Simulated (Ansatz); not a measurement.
## LaCuSeO (P4/nmm): how G0W0 depends on its starting point

Aim: G0W0 for LaCuSeO (P4/nmm) on several starting functionals, at one mesh, band count and screening cutoff.

Calculated with Ansatz 0.2.0; G0W0 on several functionals, plane waves, PAW.

Most raw output is cut from this account.

In doubt: one-shot GW on d or f shells is unsure, so the values of those runs are not to be relied on; masses and optical values from hybrid runs of this build are listed as unsure (step 4), which bears on the screening that GW takes from such a start.

**1. The starting structure**

The structure is tetragonal, space group P4/nmm (No. 129). The conventional cell has a = 4.067 Å, b = 4.067 Å, c = 8.797 Å, α = 90.00°, β = 90.00°, γ = 90.00°. Nearest to La lie 4 O at 2.38 Å and 4 Se at 3.33 Å. Nearest to Cu lie 4 Se at 2.52 Å. Nearest to Se lie 4 Cu at 2.52 Å and 4 La at 3.33 Å. Nearest to O lie 4 La at 2.38 Å. Farther neighbours and most contacts between anions are not listed.

The cell and positions come from the Crystallography Open Database and are kept as given unless a step says otherwise. Spin-orbit coupling is left out unless a step names it.

**2. G0W0 on LDA**

Now the one-shot GW correction: screening in the RPA, then the self-energy of the levels asked for. This step takes PAW set soft_1 files.

This step: G0W0 on LDA, plane waves, PAW; PAW set soft_1.

input.yaml

```yaml
crystal:
  lattice:
    - [4.06712, 0.0, 0.0]
    - [0.0, 4.06712, 0.0]
    - [0.0, 0.0, 8.7975]
  atoms:
    - { symbol: La, position: [0.5, 0.0, 0.1398] }
    - { symbol: La, position: [0.0, 0.5, 0.8602] }
    - { symbol: Cu, position: [0.5, 0.5, 0.5] }
    - { symbol: Cu, position: [0.0, 0.0, 0.5] }
    - { symbol: Se, position: [0.5, 0.0, 0.6698] }
    - { symbol: Se, position: [0.0, 0.5, 0.3302] }
    - { symbol: O, position: [0.5, 0.5, 0.0] }
    - { symbol: O, position: [0.0, 0.0, 0.0] }
kpoints:
  mp_grid: { grid: [4, 4, 2] }
hamiltonian:
  xc: lda
  pseudopotentials: { kind: paw, azcp: { folder: soft_1 }, xc_functional: pbe }
scf:
  occupations: { method: fixed }
gw:
  n_empty_bands: 434
  ecut_chi: 120
  qp_bands: [v2, c2]
  qp_kpoints: band_edges
  screening: { model: contour_deformation }
```

Run with:

```bash
$ ansatz run input.yaml --threads 2 --pin off --max-ram 92160MiB --backend cuda --events-out ev --progress --plain --runs-dir out --devices 1 --max-vram 13GiB
```

The job ended after 22 s (1 × NVIDIA H100 80GB HBM3 (shared by 6 runs) with 2 threads of AMD EPYC 7R13 (Zen 3), shared host; peak memory 1.8 GiB).

This step gave:

| Property | Result |
| --- | --- |
| bands summed | 486 |
| RPA ε∞ on this mesh (eigenvalues) | 7.200, 9.906, 9.906 |
| plane waves in the screening matrix | 427 |
| q-points in the mesh | 32 |
| G0W0 gap on the mesh | 2.330 eV |
| k of the valence top | 0, 0, 0 |
| k of the conduction bottom | 0, 0, 0 |
| starting gap on the mesh | 1.411 eV |
| Z at the valence top | 0.7259 |
| Z at the conduction bottom | 0.7853 |
| least direct G0W0 gap on the computed points | 2.330 eV |

The gap on the mesh goes from 1.41 eV to 2.33 eV, a correction of +0.92 eV. Between the two edge states, bare exchange in place of the xc potential would open the gap by 9.54 eV, and correlation takes back 8.62 eV.

**3. G0W0 on r2SCAN**

One-shot GW remembers its start. Another functional's orbitals and levels show by how much.

This step: G0W0 on r2SCAN, plane waves, PAW; PAW set soft_1.

input.yaml: that of step 2 with these lines changed.

```diff
@@ -17,4 +17,4 @@
 hamiltonian:
-  xc: lda
-  pseudopotentials: { kind: paw, azcp: { folder: soft_1 }, xc_functional: pbe }
+  xc: r2scan
+  pseudopotentials: { kind: paw, azcp: { folder: soft_1 } }
 scf:
```

Wall time 33 s (1 × NVIDIA H100 80GB HBM3 (shared by 6 runs) with 2 threads); peak memory 2.1 GiB.

This step gave:

- bands summed: 486
- RPA ε∞ on this mesh (eigenvalues): 6.007, 7.587, 7.587
- plane waves in the screening matrix: 427
- q-points in the mesh: 32
- G0W0 gap on the mesh: 2.409 eV
- k of the valence top: 0, 0, 0
- k of the conduction bottom: 0, 0, 0
- starting gap on the mesh: 1.890 eV
- Z at the valence top: 0.7349
- Z at the conduction bottom: 0.8001
- least direct G0W0 gap on the computed points: 2.409 eV

Against the run with 4×4×2 mesh, 434 empty bands, screening to 120 eV, PAW set soft_1 files on LDA, the gap moves by +0.08 eV, while the start moved by +0.48 eV.

**4. G0W0 on HSE06**

This step: G0W0 on HSE06, plane waves, PAW; PAW set soft_1.

input.yaml: that of step 3 with these lines changed.

```diff
@@ -17,3 +17,3 @@
 hamiltonian:
-  xc: r2scan
+  xc: hse06
   pseudopotentials: { kind: paw, azcp: { folder: soft_1 } }
```

Elapsed: 2.1 min, on 1 × NVIDIA H100 80GB HBM3 (shared by 6 runs) with 2 threads; peak memory 2.3 GiB; 2.5 min of CPU time.

Numbers from this step:

```yaml
bands_summed: 486
rpa_eps_infinity_on_this_mesh_eigenvalues: 5.148, 6.262, 6.262
plane_waves_in_the_screening_matrix: 427
g0w0_gap_on_the_mesh: 2.703 eV
k_of_the_valence_top: 0, 0, 0
k_of_the_conduction_bottom: 0, 0, 0
starting_gap_on_the_mesh: 2.735 eV
least_direct_g0w0_gap_on_the_computed_points: 2.703 eV
```

Against the run with 4×4×2 mesh, 434 empty bands, screening to 120 eV, PAW set soft_1 files on r2SCAN, the gap moves by +0.29 eV, while the start moved by +0.85 eV.

**5. The starts together**

All on the 4×4×2 mesh with 434 empty bands and screening to 120 eV. Times are wall times on 1 × NVIDIA H100 80GB HBM3 (shared by 6 runs) with 2 threads of AMD EPYC 7R13 (Zen 3), shared host, good to a factor of about two.

| start | starting gap (eV) | shift (eV) | G0W0 gap (eV) | RPA ε∞ (harmonic mean) | Z (valence, conduction) | time |
| --- | --- | --- | --- | --- | --- | --- |
| LDA | 1.41 | +0.92 | 2.33 | 8.80 | 0.73, 0.79 | 22 s |
| r2SCAN | 1.89 | +0.52 | 2.41 | 6.98 | 0.73, 0.80 | 33 s |
| HSE06 | 2.73 | −0.03 | 2.70 | 5.84 | 0.78, 0.82 | 2.1 min |

How the two edges are built up, in eV (the quasiparticle level is the starting level plus Σx plus Σc less Vxc):

| run | edge | start | Σx | Σc | Vxc | Z | QP |
| --- | --- | --- | --- | --- | --- | --- | --- |
| LDA | valence top | 11.39 | -31.14 | 4.30 | -26.67 | 0.73 | 11.22 |
| LDA | conduction bottom | 12.80 | -9.43 | -4.32 | -14.49 | 0.79 | 13.55 |
| r2SCAN | valence top | 11.61 | -32.42 | 4.59 | -27.70 | 0.73 | 11.48 |
| r2SCAN | conduction bottom | 13.65 | -9.05 | -4.18 | -13.47 | 0.80 | 13.89 |
| HSE06 | valence top | 11.02 | -29.00 | 3.54 | -25.65 | 0.78 | 11.21 |
| HSE06 | conduction bottom | 13.75 | -8.62 | -4.04 | -12.83 | 0.82 | 13.92 |

For a hybrid start, Vxc holds its share of exact exchange. Where G0W0 reorders the edges (r2SCAN), the two states listed lie further apart at the start than the starting gap.

**6. Outcome**

| Quantity | Value |
| --- | --- |
| G0W0@LDA | 2.33 eV (start 1.41 eV) |
| G0W0@r2SCAN | 2.41 eV (start 1.89 eV) |
| G0W0@HSE06 | 2.70 eV (start 2.73 eV) |
| known limits | not at the basis limit; f levels unsure; d shell near the gap, gap tends to lie low; no spin-orbit coupling; coarse k mesh |

**Reading.** The starting gaps span 1.32 eV and the G0W0 gaps 0.37 eV. Between LDA and HSE06, 0.37 eV of the 1.32 eV survives, 28 %. HSE06 screens less than LDA (ε∞ 5.84 against 8.80). Of the 0.37 eV by which its G0W0 gap is higher, the correlation part gives +1.04 eV, and exchange with the one-particle terms, which follow the orbitals, −0.66 eV. The smallest correction, −0.03 eV, is on HSE06, the start nearest to reproducing itself. Bands and cutoff are finite, so the gap is not at the basis limit. The miss can reach some tenths of an eV and take either sign; the mesh is an error of its own. The 4×4×2 mesh is coarse for this cell (its supercell is 16 Å along the shortest edge). The RPA ε∞ on it, from the LDA start, is 7.20 and 9.91; such meshes misread the long-range screening, most where the gap is narrow. Empty 4f levels lie among the conduction bands. Their place in the start is unsure; it enters the screening, and the edge itself where they lie low. A d shell, filled or nearly so, lies near the gap. One-shot GW converges very slowly in bands there, not always from below, and on a semilocal start the gap tends to come out low; starts rich in exact exchange can overshoot instead. The many-body steps are scalar-relativistic: spin-orbit coupling is not in them.

[Paths, hosts, dates, memory and timing lines, banners, echoed tables and standing remarks are left out of the program output.]

[Logs are printed without paths, hosts, clocks, repeated set-up lines and the standing remarks that a program may print on its own settings, such as how far it seeks lower states.]

[Runs of the session that timed out or met a known fault of the program may be left out.]

[Cells called generated may have been cut or substituted from an entry of the Crystallography Open Database or the Materials Project.]

[Hosts, paths, dates, database ids (printed as entryN), source tags and the programs' standing remarks are cut or masked in the printed files.]
